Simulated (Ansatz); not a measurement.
# Gate voltage at the highest density: H-SiC-F chair monolayer

A layer charged from one gate needs a voltage that grows with the carrier density; the slope is e over the total capacitance.

**Method.** Ansatz 0.2.0, plane waves with PAW datasets (its set soft_2), PBE-D3(BJ); isolated slab, charged sheet 5 Å from the outer atoms behind model barriers, atoms held, Fermi-Dirac smearing of 0.05 eV. The voltage is that of the gate against the layer's Fermi level, from the uncharged case, which has a gap of 2.70 eV.

| run | added electrons (10¹³ per cm²) | gate voltage (V) |
| --- | --- | --- |
| run 1 | −1.00 | −2.23 |
| run 2 | −2.00 | −3.19 |
| run 3 | −4.00 | −5.07 |
| run 4 | −7.00 | −7.88 |
| run 5 | −11.00 | ? |

Q: Estimate the withheld value from the rows shown.

A least-squares line through the 4 rows shown has slope 0.9407 and intercept −1.3001; no row lies more than 0.01 V off it. The capacitance is 1.602/0.9407 = 1.70 µF/cm², against 1.77 µF/cm² for plates 5 Å apart in vacuum. The intercept is mostly the shift of the Fermi level from inside the gap to the band edge. At −11.00 it gives 0.9407 × (−11.00) + (−1.3001) = −11.65 V, beyond the rows fitted. Rounding and scatter of the rows alone allow about ±0.027 V there.

The run itself gives −11.66 V: a miss of −0.01 V, or 0.1 % of the value. The line holds within the rounding of the rows.

Caveats: The gates are model sheets, not atoms, and low densities sample few k-points.
